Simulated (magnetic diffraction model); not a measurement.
**Magnetic neutron pattern of Lu7Cr3**

Space group P6_3mc (no. 186), a = 9.4690 Å, c = 6.0420 Å.

```
site  atom       x       y       z
  6c    Lu  0.5452  0.4548  0.9381
  6c    Lu  0.1248  0.8752  0.7593
  2b    Lu     1/3     2/3  0.9580
  6c    Cr  0.8106  0.1894  0.6743
```

The compound is invented for this exercise: a known structure type with other elements, its cell scaled to their sizes and not relaxed.

Only Cr is taken to order (form factors of Cr2+); orders and moment sizes are assumed, and not adapted to the symmetry. Radiation: neutrons of λ = 1.8 Å, 5° to 40°; isotropic B of 0.57 Å² (Lu) and 0.77 Å² (Cr). Simulated constant-wavelength pattern: nuclear and magnetic terms add, the magnetic one as |2.695 fm × Σ f S⊥ exp(2πi Q·r) exp(−B s²)|², summed over all Q at one angle with the factor 1/(sin²θ cos θ). For collinear order S is the moment m, which repeats by lattice and centring translations R with the sign exp(−2πi k·R). Free-ion form factors, Sears's scattering lengths of 1992, no absorption; a label names one of the reflections at its angle. The strongest nuclear line in the range is 100, and lines under 0.2 are left out.

Assume the order k = (0 0 0), collinear moments along [101], 2.21 μB on Cr; signs + at (0.8106, 0.1894, 0.6743), − at (0.8106, 0.6212, 0.6743), + at (0.3788, 0.1894, 0.6743), − at (0.1894, 0.8106, 0.1743), + at (0.1894, 0.3788, 0.1743), − at (0.6212, 0.8106, 0.1743).

Predict the pattern, nuclear and magnetic parts apart.

| 2θ (°) | index | nuclear | magnetic |
| --- | --- | --- | --- |
| 12.60 | (1 0 0) | 0.5 | 29.1 |
| 17.13 | (0 0 1) | 0.0 | 1.5 |
| 21.32 | (1 0 1) | 1.5 | 6.0 |
| 21.92 | (1 1 0) | 0.1 | 1.3 |
| 25.36 | (2 0 0) | 0.0 | 0.9 |
| 27.95 | (1 1 1) | 0.0 | 6.3 |
| 30.77 | (2 0 1) | 4.2 | 1.9 |
| 33.76 | (2 1 0) | 13.4 | 3.1 |
| 34.66 | (0 0 2) | 3.5 | 0.0 |
| 37.02 | (1 0 2) | 37.4 | 2.9 |
| 38.09 | (2 1 1) | 100.0 | 1.4 |
| 38.45 | (3 0 0) | 13.8 | 0.1 |

The strongest magnetic line in the range is (1 0 0) at 12.60° (29.1). On top of the Lorentz factor, which all lines share, magnetic lines fade with angle because f falls: for Cr2+ it is 0.88, 0.62, 0.37 and 0.09 at sin θ/λ = 0.1, 0.2, 0.3 and 0.5 Å⁻¹, while nuclear lengths stay constant. The order has no net moment.

[Logs are printed without paths, hosts, clocks, repeated set-up lines and the standing remarks that a program may print on its own settings, such as how far it seeks lower states.]
